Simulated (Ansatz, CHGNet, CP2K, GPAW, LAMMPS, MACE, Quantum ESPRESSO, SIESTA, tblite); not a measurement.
# Liquid K2CO3 at 1190 K (102 atoms) in tblite

How near does tblite come to plane waves for liquid K2CO3 at 1190 K (102 atoms)?

Calculated with tblite 0.8.0; the method is named at each step.

### 1. The starting structure

The cell holds 102 atoms: 17 C, 51 O and 34 K. Cell: a = 12.710 Å, b = 12.710 Å, c = 12.710 Å, α = 90.0°, β = 90.0°, γ = 90.0°. 34 K+, 17 CO3 2- placed at random, at 1.9 g/cm³; overlaps pushed apart, then 10 ps at 1590 K with harmonic planar carbonate ions with charges +1 on C and -1 on O; Joung-Cheatham ions (J. Phys. Chem. B 112, 9020 (2008)); charges of ions scaled by 0.8. Snapshot after 20 ps at 1190 K and fixed volume.

The yardstick, on the same geometry:

- method: Kohn-Sham DFT, PBE, SSSP efficiency 1.3.0 pseudopotentials, plane waves (Quantum ESPRESSO 7.5); sssp-pbe-1.3.0-efficiency, cutoffs 60/480 Ry, Γ point
- r.m.s. force component: 2.734 eV/Å
- longest force: 12.56 eV/Å
- pressure: 6.058 GPa
- gap (highest filled to lowest empty level): 1.244 eV
- time: 18 min on 1 thread of Intel Xeon 6975P-C (Granite Rapids), shared host
- CPU time: 18 min

### 2. GFN1-xTB

Method: GFN1-xTB tight binding, diagonalisation.

The input, run.py:

```python
import numpy as np
from ase.io import read
from tblite.ase import TBLite

atoms = read("structure.xyz")
atoms.calc = TBLite(method="GFN1-xTB", electronic_temperature=580, accuracy=1.0, max_iterations=250, mixer_damping=0.4, verbosity=1)
energy = atoms.get_potential_energy()
forces = atoms.get_forces()
print(f"energy {energy:.6f} eV")
print("forces (eV/A)")
for i, (a, f) in enumerate(zip(atoms, forces)):
    print(f"{i:4d} {a.symbol:2s} {f[0]:10.5f} {f[1]:10.5f} {f[2]:10.5f}")
stress = -atoms.get_stress(voigt=False) * 160.21766
print("stress (GPa, compression positive)")
for row in stress:
    print(" ".join(f"{x:10.4f}" for x in row))
print("charges (e)")
print(np.array2string(atoms.get_charges(), precision=4, suppress_small=True, max_line_width=110, threshold=100000))
```

The input, structure.xyz:

```xyz
102
Lattice="12.71030 0.00000 0.00000 0.00000 12.71030 0.00000 0.00000 0.00000 12.71030" Properties=species:S:1:pos:R:3 pbc="T T T"
C 12.20113 6.84106 4.56249
O 0.49583 6.19691 4.02917
O 11.71597 7.87251 3.87130
O 12.14571 6.80484 5.88411
C 7.59631 7.30499 6.90347
O 8.69499 7.93174 6.55419
O 6.88377 6.60033 6.15090
O 7.18323 7.56784 7.99503
C 2.13381 2.31849 8.02503
O 2.16609 1.54532 6.99689
O 2.21922 1.73521 9.09867
O 2.10394 3.48694 8.02910
C 5.00049 10.60675 10.27361
O 4.04683 11.32767 10.38025
O 5.59978 10.58819 9.10007
O 5.03836 9.59107 11.10842
C 6.12713 4.29316 10.65072
O 6.58877 4.22656 11.77698
O 5.75853 5.47483 10.34123
O 5.70845 3.19232 10.18527
C 10.47697 3.39594 7.88700
O 11.32386 2.94650 7.12844
O 9.26784 3.33811 7.49412
O 10.62212 3.21138 9.09536
C 11.93395 11.73923 5.57016
O 0.36440 11.15469 6.07807
O 10.91484 11.01907 5.34659
O 11.94387 0.16498 5.07395
C 6.22805 12.59654 6.03282
O 5.27948 11.83761 5.66269
O 6.74866 12.64573 7.26444
O 6.59614 0.61098 5.20347
C 1.89129 7.30448 9.35707
O 2.80313 6.69820 8.52950
O 0.60755 7.34986 8.97423
O 2.38369 7.56250 10.48918
C 9.32377 3.59142 3.59968
O 10.43846 3.63909 2.93328
O 9.19883 2.84990 4.65883
O 8.68533 4.62363 3.43636
C 8.05655 0.60145 0.24836
O 9.19806 1.23773 0.45922
O 7.97864 12.40741 12.09029
O 7.26165 0.73072 1.20862
C 4.28757 8.20818 2.51461
O 4.29049 7.84823 3.71725
O 4.19262 9.43079 2.35217
O 4.12220 7.53467 1.58891
C 0.20578 3.56562 12.41199
O 12.52969 2.40352 12.53922
O 12.53998 4.40412 11.61874
O 1.04072 4.11432 0.53104
C 8.79832 7.79027 0.57463
O 8.46341 8.81269 12.38962
O 8.55492 8.02389 1.70979
O 9.56857 6.89089 0.35729
[... 42 atom lines left out ...]
K 9.66351 0.93383 6.63503
K 10.56048 9.71486 2.70272
K 9.78325 5.59469 5.34977
K 6.43637 10.10316 0.63780
```

Run with:

```bash
OMP_NUM_THREADS=1 python run.py > output.txt
```

The program printed:

```text
------------------------------------------------------------
  cycle        total energy    energy error   density error
------------------------------------------------------------
      1     -276.7498163641  -2.7816767E+02   9.5182833E-01
      2      68.56361512219   3.4531343E+02   9.4955018E-01
      3     -210.9847907616  -2.7954841E+02   5.4341944E-01
      4     -240.1941269948  -2.9209336E+01   3.7224083E-01
      5     -263.7845168934  -2.3590390E+01   2.5259269E-01
      6     -284.4261767686  -2.0641660E+01   1.2753444E-01
      7     -285.7445754010  -1.3183986E+00   1.0083293E-01
      8     -290.1143380979  -4.3697627E+00   5.1690909E-02
      9     -291.0145410913  -9.0020299E-01   2.6159390E-02
     10     -291.2727873897  -2.5824630E-01   1.0281650E-02
     11     -291.3020647866  -2.9277397E-02   7.2395090E-03
     12     -291.3285827202  -2.6517934E-02   2.2906259E-03
     13     -291.3233714560   5.2112642E-03   3.3323528E-03
     14     -291.3261732380  -2.8017820E-03   2.4651356E-03
     15     -291.3286641198  -2.4908819E-03   1.0689054E-03
     16     -291.3291601201  -4.9600029E-04   1.5467117E-04
     17     -291.3291549148   5.2053431E-06   1.0864317E-04
     18     -291.3291602518  -5.3370252E-06   4.9266751E-05
     19     -291.3291614917  -1.2398648E-06   1.5186970E-05
     20     -291.3291616119  -1.2017955E-07   2.8143964E-06
------------------------------------------------------------
 total:                                   3.944 sec
energy -7927.470277 eV
forces (eV/A)
   0 C     3.05181    2.90882    1.15104
   1 O    -1.19732   -0.34941   -0.45531
   2 O    -0.25956   -2.15889    0.98680
   3 O    -1.32219   -0.41677   -1.99392
   4 C     2.43133    1.48030   -2.92360
   5 O     0.31666   -0.70649   -1.45744
   6 O    -0.47153   -1.75334   -2.59316
   7 O    -2.47250    1.10596    6.83385
   8 C     0.67805   -5.68363   -2.07872
   9 O    -0.20142   -0.15228   -2.33225
  10 O     0.13073   -3.67562    6.32847
  11 O    -0.56747    9.22322   -1.68197
  12 C     1.45339   -5.27194   -2.50500
  13 O    -4.77251    5.32215    1.39219
  14 O     1.00255   -0.47605    1.43572
  15 O     1.96689    0.36682    0.05767
  16 C    -3.26321    0.64555    0.57650
  17 O     4.08795   -0.71049    5.76221
  18 O    -0.40951    0.90686   -2.97379
  19 O    -0.36236   -1.27802   -3.22094
  20 C    -2.99945   -3.74303   -0.21340
  21 O     4.91802    0.18657   -3.85000
  22 O    -3.67494    2.23151   -1.29371
  23 O     1.37482    1.37419    5.96523
[...]
94 K    -0.00635   -0.11903   -0.11140
  95 K    -0.54682   -0.20424   -0.31190
  96 K    -0.08445    0.17766   -0.06262
  97 K     0.13925   -0.20131   -0.10923
  98 K    -1.31233    2.53208   -1.33296
  99 K     0.03722   -0.22405    0.11180
 100 K     0.08190   -0.04543    0.07039
 101 K     0.15497   -0.43044   -0.11277
stress (GPa, compression positive)
    1.7151     0.0179     0.0525
    0.0179     3.8826     1.1944
    0.0525     1.1944     3.7347
charges (e)
[ 0.7323 -0.6494 -0.6587 -0.6495  0.7681 -0.6946 -0.6725 -0.6386  0.7894 -0.7007 -0.6842 -0.6287  0.7562
 -0.6411 -0.6742 -0.6854  0.7641 -0.6561 -0.6739 -0.6773  0.7727 -0.6515 -0.6848 -0.6673  0.759  -0.7003
 -0.6515 -0.6149  0.772  -0.6723 -0.7135 -0.6126  0.7359 -0.6822 -0.66   -0.6193  0.7586 -0.6787 -0.6565
 -0.6417  0.7569 -0.6874 -0.6613 -0.658   0.7938 -0.6925 -0.6784 -0.6376  0.7778 -0.6575 -0.643  -0.696
  0.7704 -0.7323 -0.6297 -0.634   0.791  -0.661  -0.6692 -0.6704  0.7698 -0.6743 -0.6427 -0.6977  0.8021
 -0.6691 -0.6738 -0.6632  0.6157  0.6276  0.6153  0.6084  0.6004  0.5758  0.5969  0.5807  0.6275  0.6154
  0.616   0.6172  0.6095  0.5982  0.6129  0.6354  0.6126  0.6304  0.6054  0.6326  0.6017  0.6082  0.6372
  0.6092  0.5831  0.6138  0.6132  0.6174  0.6247  0.6262  0.6237  0.6277  0.6233  0.6074]
```

Elapsed: 4.4 s, on 1 thread of Intel Xeon 6975P-C (Granite Rapids), shared host; peak memory 0.15 GiB.

Banners, paths, timers and routine set-up lines are dropped from the logs unmarked, and long logs keep their key lines alone; longer cuts are marked.

Numbers from this run, and their distance from the reference:

* r.m.s. force component: 2.512 eV/Å
* r.m.s. difference of force components: 534.2 meV/Å
* longest difference of force vectors: 2372 meV/Å
* force difference over r.m.s. force: 19.54 %
* slope of forces against the reference's: 0.9029
* correlation of force components: 0.9828
* pressure: 3.111 GPa
* pressure difference: -2.947 GPa

Length of the force difference by element (eV/Å):

```tsv
element	atoms	mean	most
C	17	0.74	1.3
K	34	0.75	2.4
O	51	0.87	1.4
```

A closer look about K84, picked at random: 14 atoms, nearest first, numbered in the order of the input, with positions taken from that point.

```tsv
atom	x	y	z	distance (Å)	Mulliken charge (e)	Fx	Fy	Fz (eV/Å)
K84	0.00	0.00	0.00	0.00	0.64	2.18	0.15	1.19
O22	-0.96	2.20	-1.08	2.63	-0.65	4.92	0.19	-3.85
O64	-2.02	-1.67	0.64	2.70	-0.70	1.18	2.90	-0.30
O11	2.64	0.99	0.89	2.96	-0.68	0.13	-3.68	6.33
O10	2.59	0.80	-1.21	2.97	-0.70	-0.20	-0.15	-2.33
C9	2.56	1.57	-0.18	3.01	0.79	0.68	-5.68	-2.08
K99	-2.62	0.19	-1.57	3.06	0.62	-1.31	2.53	-1.33
O24	-1.66	2.47	0.89	3.11	-0.67	1.37	1.37	5.97
O62	-0.25	-2.65	1.69	3.15	-0.67	2.04	0.93	0.57
C25	-0.35	-1.71	-2.64	3.17	0.76	2.74	-2.62	-0.64
O28	-0.34	-0.58	-3.13	3.20	-0.61	0.71	2.69	0.31
C61	-1.37	-2.68	1.13	3.21	0.77	-1.98	1.55	-0.56
C21	-1.81	2.65	-0.32	3.23	0.77	-3.00	-3.74	-0.21
O26	0.79	-2.30	-2.13	3.23	-0.70	-2.35	1.28	-0.26
```

Atoms are counted from 1 here, from 0 in the log.

Forces lie 20 % from the reference's, at 0.0040 times its CPU time.

### 3. Results

```
force difference from the reference : tblite GFN1-xTB, 20 %
its CPU time                        : 4.3 s
```

Tight binding differs by 20 % (tblite GFN1-xTB); it is another model, with fitted parameters of its own, and the xTB methods hold dispersion. One electronic-structure run takes under half the reference's CPU time: tblite GFN1-xTB, at 20 % in 4.3 s against 18 min; its pressure misses by -2.9 GPa. Periodic xTB results under one method name differ between programs and library versions. The reference's pressure holds the uncorrected Pulay stress of its 60 Ry basis, so small pressure differences, and their order, may be the reference's own error. The frame stands for 1190 K, but pressures are static and levels are smeared at 580 K. The network of bonds at the start is that of the classical potential that made the cell, and needn't be the one that DFT or experiment would give. The electronic-structure runs sample only Γ, in a cell whose shortest periodic width is 13 Å.

[Also dropped from logs without a mark: logging warnings of Python, and SIESTA's first energy breakdown and zero terms.]

[Logs are printed without paths, hosts, clocks, repeated set-up lines and the standing remarks that a program may print on its own settings, such as how far it seeks lower states.]

[Hosts, paths, dates, database ids (printed as entryN), source tags and the programs' standing remarks are cut or masked in the printed files.]
